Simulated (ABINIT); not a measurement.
**LiCl (Fm-3m): a self-consistent loop beyond G0W0, cycle by cycle**

Aim: iterate the self-energy on LiCl (Fm-3m) and follow the gap from cycle to cycle.

Method: PBE and many-body steps on it, plane waves, in ABINIT 10.8.3.

This is a report of a sequence of runs, with most program output left out.

**1. Set-up**

The structure is cubic, space group Fm-3m (No. 225). Conventional cell: a = 5.143 Å, b = 5.143 Å, c = 5.143 Å, α = 90.00°, β = 90.00°, γ = 90.00°. Nearest to Li lie 6 Cl at 2.57 Å. Cl has 6 Li at 2.57 Å nearest. Farther neighbours and most contacts between anions are not listed.

The cell and positions come from the Crystallography Open Database and are kept as given unless a step says otherwise.

**2. Empty states on the mesh, 4×4×4 mesh, 264 bands**

This step: ABINIT 10.8.3; DFT, PBE, plane waves, norm-conserving pseudopotentials.

The sums over transitions need many empty states on a uniform mesh; this step solves for them.

Input file run.abi:

```
acell 3*1.0 Angstrom
rprim 
  0.000000000000 2.571500000000 2.571500000000
  2.571500000000 0.000000000000 2.571500000000
  2.571500000000 2.571500000000 -0.000000000000
ntypat 2
znucl 3 17
natom 2
typat 1 2
xred 
  0.000000000000 0.000000000000 0.000000000000
  0.500000000000 0.500000000000 0.500000000000
pp_dirpath "pseudos"
pseudos "Li.upf, Cl.upf"
ecut 33
ngkpt 4 4 4
nshiftk 1
shiftk 0 0 0
kptopt 1
chksymbreak 0
irdden 1
istwfk *1
nband 264
prtvol 0
optdriver 6
gwr_task "HDIAGO"
paral_kgb 0
occopt 1
indata_prefix "in"
outdata_prefix "out"
tmpdata_prefix "tmp"
```

On the command line:

```bash
$ OMP_NUM_THREADS=1 mpirun -n 4 abinit run.abi > log
```

The job ended after 28 s (4 MPI ranks of Intel Xeon Platinum 8259CL at 2.50GHz (Skylake/Cascade Lake), shared host; peak memory 1.2 GiB).

Numbers from this step:

```
gap                                                           : 6.285 eV
k of the valence top                                          : 0, 0, 0
k of the conduction bottom                                    : 0, 0, 0
least direct gap                                              : 6.285 eV
k points computed                                             : 8
lowest point of the top converged band, above the valence top : 200.1605 eV
```

On this mesh the gap is 6.285 eV.

The density comes from a self-consistent run that is not shown.

**3. Screening, 4×4×4 mesh, 256 bands, screening to 261.2 eV**

The RPA dielectric matrix is built and inverted for each q.

This step: RPA screening on PBE, plane waves, norm-conserving pseudopotentials.

Edit run.abi of step 2 so:

```diff
@@ -20,10 +20,11 @@
 chksymbreak 0
-irdden 1
 istwfk *1
-nband 264
-prtvol 0
-optdriver 6
-gwr_task "HDIAGO"
-paral_kgb 0
 occopt 1
+irdwfk 1
+optdriver 3
+nband 256
+ecuteps 9.6
+inclvkb 2
+awtr 1
+symchi 1
 indata_prefix "in"
```

Run time: 87 s. Hardware: 4 MPI ranks; peak memory 1.1 GiB; 5.8 min of CPU time.

Numbers from this step:

```
ε∞ with local fields, on this mesh, along the program's q direction : 2.837
the same without local fields                                       : 3.340
plasma frequency                                                    : 20.14 eV
plane waves in the screening matrix                                 : 331
```

Local fields lower ε∞ by 15 %. On a Γ-centred mesh this coarse the value itself is usually too large, while a short band sum pulls it down.

**4. G0W0**

The self-energy is evaluated for the states that the input lists, and the levels follow from it, in one-shot runs by the linearised quasiparticle equation.

This step: G0W0 on PBE, plane waves, norm-conserving pseudopotentials.

Edit run.abi of step 3 so:

```diff
@@ -23,8 +23,15 @@
 irdwfk 1
-optdriver 3
+optdriver 4
 nband 256
+gwcalctyp 0
+ecutsigx 33
+symsigma 1
+nkptgw 1
+kptgw 
+  0.0000000000 0.0000000000 0.0000000000
+bdgw 
+  3 9
 ecuteps 9.6
-inclvkb 2
-awtr 1
-symchi 1
+irdscr 1
+ppmodel 1
 indata_prefix "in"
```

It took 49 s on 4 MPI ranks; peak memory 1.2 GiB.

This step gave:

| Property | Result |
| --- | --- |
| G0W0 gap on the points computed | 9.015 eV |
| starting gap on the mesh | 6.285 eV |
| k of the valence top | 0, 0, 0 |
| k of the conduction bottom | 0, 0, 0 |
| Z at the valence top | 0.802 |
| Z at the conduction bottom | 0.846 |
| least direct G0W0 gap on the computed points | 9.015 eV |

The gap on the mesh goes from 6.28 eV to 9.02 eV, a correction of +2.73 eV.

**5. evGW0, cycle 1**

This step: evGW0 on PBE, plane waves, norm-conserving pseudopotentials.

Edit run.abi of step 4 so:

```diff
@@ -25,10 +25,24 @@
 nband 256
-gwcalctyp 0
+gwcalctyp 10
 ecutsigx 33
 symsigma 1
-nkptgw 1
+nkptgw 8
 kptgw 
   0.0000000000 0.0000000000 0.0000000000
+  0.2500000000 0.0000000000 0.0000000000
+  0.5000000000 0.0000000000 0.0000000000
+  0.2500000000 0.2500000000 0.0000000000
+  0.5000000000 0.2500000000 0.0000000000
+  -0.2500000000 0.2500000000 0.0000000000
+  0.5000000000 0.5000000000 0.0000000000
+  -0.2500000000 0.5000000000 0.2500000000
 bdgw 
-  3 9
+  1 11
+  1 11
+  1 11
+  1 11
+  1 11
+  1 11
+  1 11
+  1 11
 ecuteps 9.6
```

Wall time 15 min (4 MPI ranks); peak memory 1.4 GiB.

Numbers from this step:

| Quantity | Value |
| --- | --- |
| quasiparticle gap on the mesh | 9.644 eV |
| gap of the density functional on the mesh | 6.285 eV |
| k of the valence top | 0, 0, 0 |
| k of the conduction bottom | 0, 0, 0 |
| Z at the valence top | 0.802 |
| Z at the conduction bottom | 0.846 |
| least direct quasiparticle gap on the computed points | 9.644 eV |

Against G0W0 in ABINIT (4×4×4 mesh, 256 bands, screening to 261.2 eV, Godby-Needs plasmon pole), the gap moves by +0.629 eV. This first cycle still uses the starting levels; it takes the full correction, at all points of the mesh, and its linearised value is 9.015 eV.

**6. evGW0, cycle 2**

The corrected levels of the last cycle go back in.

Edit run.abi of step 5 so:

```diff
@@ -50,2 +50,3 @@
 ppmodel 1
+irdqps 1
 indata_prefix "in"
```

It took 13 min on 4 MPI ranks; peak memory 1.4 GiB.

Numbers from this step:

```
quasiparticle gap on the mesh                         : 9.435 eV
gap of the density functional on the mesh             : 6.285 eV
k of the valence top                                  : 0, 0, 0
k of the conduction bottom                            : 0, 0, 0
least direct quasiparticle gap on the computed points : 9.435 eV
```

Against the cycle before, the gap moves by −0.209 eV.

**7. evGW0, cycle 3**

run.abi is that of step 6.

It took 12 min on 4 MPI ranks; peak memory 1.4 GiB; 49 min of CPU time.

This step gave:

* quasiparticle gap on the mesh: 9.449 eV
* gap of the density functional on the mesh: 6.285 eV
* k of the valence top: 0, 0, 0
* k of the conduction bottom: 0, 0, 0
* least direct quasiparticle gap on the computed points: 9.449 eV

Against the cycle before, the gap moves by +0.014 eV.

**8. evGW0, cycle 4**

run.abi is that of step 7.

Elapsed: 13 min, on 4 MPI ranks; peak memory 1.4 GiB.

Numbers from this step:

```yaml
quasiparticle_gap_on_the_mesh: 9.448 eV
gap_of_the_density_functional_on_the_mesh: 6.285 eV
k_of_the_valence_top: 0, 0, 0
k_of_the_conduction_bottom: 0, 0, 0
least_direct_quasiparticle_gap_on_the_computed_points: 9.448 eV
```

Against the cycle before, the gap moves by −0.001 eV.

**9. Screening, 4×4×4 mesh, 256 bands, screening to 261.2 eV**

This step: RPA screening on PBE, plane waves, norm-conserving pseudopotentials.

Input file run.abi:

```
acell 3*1.0 Angstrom
rprim 
  0.000000000000 2.571500000000 2.571500000000
  2.571500000000 0.000000000000 2.571500000000
  2.571500000000 2.571500000000 -0.000000000000
ntypat 2
znucl 3 17
natom 2
typat 1 2
xred 
  0.000000000000 0.000000000000 0.000000000000
  0.500000000000 0.500000000000 0.500000000000
pp_dirpath "pseudos"
pseudos "Li.upf, Cl.upf"
ecut 33
ngkpt 4 4 4
nshiftk 1
shiftk 0 0 0
kptopt 1
chksymbreak 0
istwfk *1
occopt 1
irdwfk 1
optdriver 3
nband 256
ecuteps 9.6
inclvkb 2
awtr 1
symchi 1
gwcalctyp 10
mbpt_sciss 3.406 eV
nqptdm 1
qptdm 
  0 0 0
indata_prefix "in"
outdata_prefix "out"
tmpdata_prefix "tmp"
```

Run time: 7.6 s. Hardware: 4 MPI ranks; peak memory 0.88 GiB.

This step gave:

| Item | Value |
| --- | --- |
| ε∞ with local fields, on this mesh, along the program's q direction | 2.406 |
| the same without local fields | 2.739 |
| plasma frequency | 20.14 eV |
| plane waves in the screening matrix | 331 |

This screening uses the functional's bands under a rigid shift, the mean opening of the cycle before.

**10. Screening, 4×4×4 mesh, 256 bands, screening to 261.2 eV**

This step: RPA screening on PBE from quasiparticle energies, plane waves, norm-conserving pseudopotentials.

Edit run.abi of step 9 so:

```diff
@@ -29,7 +29,13 @@
 symchi 1
+irdqps 1
 gwcalctyp 10
-mbpt_sciss 3.406 eV
-nqptdm 1
+nqptdm 7
 qptdm 
-  0 0 0
+  0.2500000000 0.0000000000 0.0000000000
+  0.5000000000 0.0000000000 0.0000000000
+  0.2500000000 0.2500000000 0.0000000000
+  0.5000000000 0.2500000000 0.0000000000
+  -0.2500000000 0.2500000000 0.0000000000
+  0.5000000000 0.5000000000 0.0000000000
+  -0.2500000000 0.5000000000 0.2500000000
 indata_prefix "in"
```

Input file mrgscr.stdin:

```
2
merged
q0_SCR
out_SCR
1
```

On the command line:

```bash
$ OMP_NUM_THREADS=1 mpirun -n 4 abinit run.abi > log; mrgscr < mrgscr.stdin
```

The job ended after 56 s (4 MPI ranks; peak memory 1.1 GiB; 3.7 min of CPU time).

This step gave:

```yaml
plasma_frequency: 20.14 eV
plane_waves_in_the_screening_matrix: 331
```

This screening reads the quasiparticle levels of the cycle before.

**11. evGW, cycle 1**

This step: evGW on PBE, plane waves, norm-conserving pseudopotentials.

Edit run.abi of step 10 so:

```diff
@@ -23,12 +23,10 @@
 irdwfk 1
-optdriver 3
+optdriver 4
 nband 256
-ecuteps 9.6
-inclvkb 2
-awtr 1
-symchi 1
-irdqps 1
 gwcalctyp 10
-nqptdm 7
-qptdm 
+ecutsigx 33
+symsigma 1
+nkptgw 8
+kptgw 
+  0.0000000000 0.0000000000 0.0000000000
   0.2500000000 0.0000000000 0.0000000000
@@ -40,2 +38,15 @@
   -0.2500000000 0.5000000000 0.2500000000
+bdgw 
+  1 11
+  1 11
+  1 11
+  1 11
+  1 11
+  1 11
+  1 11
+  1 11
+ecuteps 9.6
+irdscr 1
+ppmodel 1
+irdqps 1
 indata_prefix "in"
```

On the command line:

```bash
$ OMP_NUM_THREADS=1 mpirun -n 4 abinit run.abi > log
```

It took 15 min on 4 MPI ranks; peak memory 1.4 GiB; 62 min of CPU time.

Numbers from this step:

- quasiparticle gap on the mesh: 10.07 eV
- gap of the density functional on the mesh: 6.285 eV
- k of the valence top: 0, 0, 0
- k of the conduction bottom: 0, 0, 0
- least direct quasiparticle gap on the computed points: 10.07 eV

Against G0W0 in ABINIT (4×4×4 mesh, 256 bands, screening to 261.2 eV, Godby-Needs plasmon pole), the gap moves by +1.052 eV.

**12. Screening, 4×4×4 mesh, 256 bands, screening to 261.2 eV**

This step: RPA screening on PBE, plane waves, norm-conserving pseudopotentials.

Input file run.abi:

```
acell 3*1.0 Angstrom
rprim 
  0.000000000000 2.571500000000 2.571500000000
  2.571500000000 0.000000000000 2.571500000000
  2.571500000000 2.571500000000 -0.000000000000
ntypat 2
znucl 3 17
natom 2
typat 1 2
xred 
  0.000000000000 0.000000000000 0.000000000000
  0.500000000000 0.500000000000 0.500000000000
pp_dirpath "pseudos"
pseudos "Li.upf, Cl.upf"
ecut 33
ngkpt 4 4 4
nshiftk 1
shiftk 0 0 0
kptopt 1
chksymbreak 0
istwfk *1
occopt 1
irdwfk 1
optdriver 3
nband 256
ecuteps 9.6
inclvkb 2
awtr 1
symchi 1
gwcalctyp 10
mbpt_sciss 4.050 eV
nqptdm 1
qptdm 
  0 0 0
indata_prefix "in"
outdata_prefix "out"
tmpdata_prefix "tmp"
```

Wall time 10 s (4 MPI ranks); peak memory 1 GiB; 39 s of CPU time.

Numbers from this step:

```yaml
eps_infinity_with_local_fields_on_this_mesh_along_the_program_s_q_direction: 2.349
the_same_without_local_fields: 2.66
plasma_frequency: 20.14 eV
plane_waves_in_the_screening_matrix: 331
```

This screening uses the functional's bands under a rigid shift, the mean opening of the cycle before.

**13. Screening, 4×4×4 mesh, 256 bands, screening to 261.2 eV**

This step: RPA screening on PBE from quasiparticle energies, plane waves, norm-conserving pseudopotentials.

Edit run.abi of step 12 so:

```diff
@@ -29,7 +29,13 @@
 symchi 1
+irdqps 1
 gwcalctyp 10
-mbpt_sciss 4.050 eV
-nqptdm 1
+nqptdm 7
 qptdm 
-  0 0 0
+  0.2500000000 0.0000000000 0.0000000000
+  0.5000000000 0.0000000000 0.0000000000
+  0.2500000000 0.2500000000 0.0000000000
+  0.5000000000 0.2500000000 0.0000000000
+  -0.2500000000 0.2500000000 0.0000000000
+  0.5000000000 0.5000000000 0.0000000000
+  -0.2500000000 0.5000000000 0.2500000000
 indata_prefix "in"
```

mrgscr.stdin is that of step 10.

On the command line:

```bash
$ OMP_NUM_THREADS=1 mpirun -n 4 abinit run.abi > log; mrgscr < mrgscr.stdin
```

Wall time 70 s (4 MPI ranks); peak memory 1.1 GiB.

This step gave:

```yaml
plasma_frequency: 20.14 eV
plane_waves_in_the_screening_matrix: 331
```

This screening reads the quasiparticle levels of the cycle before.

**14. evGW, cycle 2**

This step: evGW on PBE, plane waves, norm-conserving pseudopotentials.

Edit run.abi of step 13 so:

```diff
@@ -23,12 +23,10 @@
 irdwfk 1
-optdriver 3
+optdriver 4
 nband 256
-ecuteps 9.6
-inclvkb 2
-awtr 1
-symchi 1
-irdqps 1
 gwcalctyp 10
-nqptdm 7
-qptdm 
+ecutsigx 33
+symsigma 1
+nkptgw 8
+kptgw 
+  0.0000000000 0.0000000000 0.0000000000
   0.2500000000 0.0000000000 0.0000000000
@@ -40,2 +38,15 @@
   -0.2500000000 0.5000000000 0.2500000000
+bdgw 
+  1 11
+  1 11
+  1 11
+  1 11
+  1 11
+  1 11
+  1 11
+  1 11
+ecuteps 9.6
+irdscr 1
+ppmodel 1
+irdqps 1
 indata_prefix "in"
```

On the command line:

```bash
$ OMP_NUM_THREADS=1 mpirun -n 4 abinit run.abi > log
```

The job ended after 16 min (4 MPI ranks; peak memory 1.4 GiB; 64 min of CPU time).

Numbers from this step:

```
quasiparticle gap on the mesh                         : 10.15 eV
gap of the density functional on the mesh             : 6.285 eV
k of the valence top                                  : 0, 0, 0
k of the conduction bottom                            : 0, 0, 0
least direct quasiparticle gap on the computed points : 10.15 eV
```

Against the cycle before, the gap moves by +0.085 eV.

**15. Screening, 4×4×4 mesh, 256 bands, screening to 261.2 eV**

This step: RPA screening on PBE, plane waves, norm-conserving pseudopotentials.

Input file run.abi:

```
acell 3*1.0 Angstrom
rprim 
  0.000000000000 2.571500000000 2.571500000000
  2.571500000000 0.000000000000 2.571500000000
  2.571500000000 2.571500000000 -0.000000000000
ntypat 2
znucl 3 17
natom 2
typat 1 2
xred 
  0.000000000000 0.000000000000 0.000000000000
  0.500000000000 0.500000000000 0.500000000000
pp_dirpath "pseudos"
pseudos "Li.upf, Cl.upf"
ecut 33
ngkpt 4 4 4
nshiftk 1
shiftk 0 0 0
kptopt 1
chksymbreak 0
istwfk *1
occopt 1
irdwfk 1
optdriver 3
nband 256
ecuteps 9.6
inclvkb 2
awtr 1
symchi 1
gwcalctyp 10
mbpt_sciss 4.138 eV
nqptdm 1
qptdm 
  0 0 0
indata_prefix "in"
outdata_prefix "out"
tmpdata_prefix "tmp"
```

Run time: 11 s. Hardware: 4 MPI ranks; peak memory 0.95 GiB; 43 s of CPU time.

Numbers from this step:

```
ε∞ with local fields, on this mesh, along the program's q direction : 2.341
the same without local fields                                       : 2.650
plasma frequency                                                    : 20.14 eV
plane waves in the screening matrix                                 : 331
```

This screening uses the functional's bands under a rigid shift, the mean opening of the cycle before.

**16. Screening, 4×4×4 mesh, 256 bands, screening to 261.2 eV**

This step: RPA screening on PBE from quasiparticle energies, plane waves, norm-conserving pseudopotentials.

Edit run.abi of step 15 so:

```diff
@@ -29,7 +29,13 @@
 symchi 1
+irdqps 1
 gwcalctyp 10
-mbpt_sciss 4.138 eV
-nqptdm 1
+nqptdm 7
 qptdm 
-  0 0 0
+  0.2500000000 0.0000000000 0.0000000000
+  0.5000000000 0.0000000000 0.0000000000
+  0.2500000000 0.2500000000 0.0000000000
+  0.5000000000 0.2500000000 0.0000000000
+  -0.2500000000 0.2500000000 0.0000000000
+  0.5000000000 0.5000000000 0.0000000000
+  -0.2500000000 0.5000000000 0.2500000000
 indata_prefix "in"
```

mrgscr.stdin is that of step 13.

On the command line:

```bash
$ OMP_NUM_THREADS=1 mpirun -n 4 abinit run.abi > log; mrgscr < mrgscr.stdin
```

The job ended after 85 s (4 MPI ranks; peak memory 1.1 GiB).

This step gave:

```
plasma frequency                    : 20.14 eV
plane waves in the screening matrix : 331
```

This screening reads the quasiparticle levels of the cycle before.

**17. evGW, cycle 3**

This step: evGW on PBE, plane waves, norm-conserving pseudopotentials.

Edit run.abi of step 16 so:

```diff
@@ -23,12 +23,10 @@
 irdwfk 1
-optdriver 3
+optdriver 4
 nband 256
-ecuteps 9.6
-inclvkb 2
-awtr 1
-symchi 1
-irdqps 1
 gwcalctyp 10
-nqptdm 7
-qptdm 
+ecutsigx 33
+symsigma 1
+nkptgw 8
+kptgw 
+  0.0000000000 0.0000000000 0.0000000000
   0.2500000000 0.0000000000 0.0000000000
@@ -40,2 +38,15 @@
   -0.2500000000 0.5000000000 0.2500000000
+bdgw 
+  1 11
+  1 11
+  1 11
+  1 11
+  1 11
+  1 11
+  1 11
+  1 11
+ecuteps 9.6
+irdscr 1
+ppmodel 1
+irdqps 1
 indata_prefix "in"
```

On the command line:

```bash
$ OMP_NUM_THREADS=1 mpirun -n 4 abinit run.abi > log
```

It took 17 min on 4 MPI ranks; peak memory 1.4 GiB.

This step gave:

```
quasiparticle gap on the mesh                         : 10.16 eV
gap of the density functional on the mesh             : 6.285 eV
k of the valence top                                  : 0, 0, 0
k of the conduction bottom                            : 0, 0, 0
least direct quasiparticle gap on the computed points : 10.16 eV
```

Against the cycle before, the gap moves by +0.008 eV.

**18. The runs together**

Times are wall times on 4 MPI ranks of Intel Xeon Platinum 8259CL at 2.50GHz (Skylake/Cascade Lake), shared host. The host was busy with other work, so they are no guide to cost. A run's time includes the screening step that it read.

```
           run   mesh  bands  screening cutoff (eV)  DFT gap (eV)  gap on the mesh (eV)  direct (eV)  ε∞ used     time
          G0W0  4×4×4    256                  261.2         6.285                 9.015        9.015     2.84  2.3 min
evGW0, cycle 1  4×4×4    256                  261.2         6.285                 9.644        9.644     2.84   16 min
evGW0, cycle 2  4×4×4    256                  261.2         6.285                 9.435        9.435     2.84   15 min
evGW0, cycle 3  4×4×4    256                  261.2         6.285                 9.449        9.449     2.84   14 min
evGW0, cycle 4  4×4×4    256                  261.2         6.285                 9.448        9.448     2.84   14 min
 evGW, cycle 1  4×4×4    256                  261.2         6.285                10.067       10.067     2.41   16 min
 evGW, cycle 2  4×4×4    256                  261.2         6.285                10.152       10.152     2.35   17 min
 evGW, cycle 3  4×4×4    256                  261.2         6.285                10.160       10.160     2.34   18 min
```

**19. Outcome**

- G0W0: 9.015 eV
- evGW0, cycle 1: 9.644 eV
- evGW0, cycle 2: 9.435 eV
- evGW0, cycle 3: 9.449 eV
- evGW0, cycle 4: 9.448 eV
- evGW, cycle 1: 10.067 eV
- evGW, cycle 2: 10.152 eV
- evGW, cycle 3: 10.160 eV
- known limits: not at the basis limit; coarse k mesh

Only the bands that the input lists are updated; the others, empty or deep, keep the functional's energies or take a rigid shift. The evGW loop starts from the last levels of evGW0, so its cycles and time come on top of those. evGW0 ends at 9.45 eV, +0.43 eV from G0W0, after 4 cycles that took 53 min beside the first screening; the last moved the gap by 0.001 eV. evGW ends at 10.16 eV, +1.14 eV from G0W0, after 3 cycles that took 52 min beside the first screening; the last moved the gap by 0.008 eV. The first cycle of evGW0 takes the full correction, without the factor Z, so it overshoots the one-shot value. Bands and cutoff are finite, so the gap is not at the basis limit. The miss can reach some tenths of an eV and take either sign; the mesh is an error of its own. The 4×4×4 mesh is coarse for this cell, which bears on the long-range parts of exchange and screening. In the updated screening the q = 0 part is built from Kohn-Sham bands under a rigid shift, the other q from the quasiparticle levels.

[Paths, hosts, dates, memory and timing lines, banners, echoed tables and standing remarks are left out of the program output.]

[Logs are printed without paths, hosts, clocks, repeated set-up lines and the standing remarks that a program may print on its own settings, such as how far it seeks lower states.]

[Runs of the session that timed out or met a known fault of the program may be left out.]

[Hosts, paths, dates, database ids (printed as entryN), source tags and the programs' standing remarks are cut or masked in the printed files.]

[G0W0 gaps are taken among the corrected bands and points alone; a level outside them can change the order at an edge.]

[Where Ansatz stands beside ABINIT at settings called matched, ABINIT's density can come from a denser mesh and the files from another edition; pairs whose starting gaps differed by over 0.03 eV were left out, so agreement reads better than it is.]
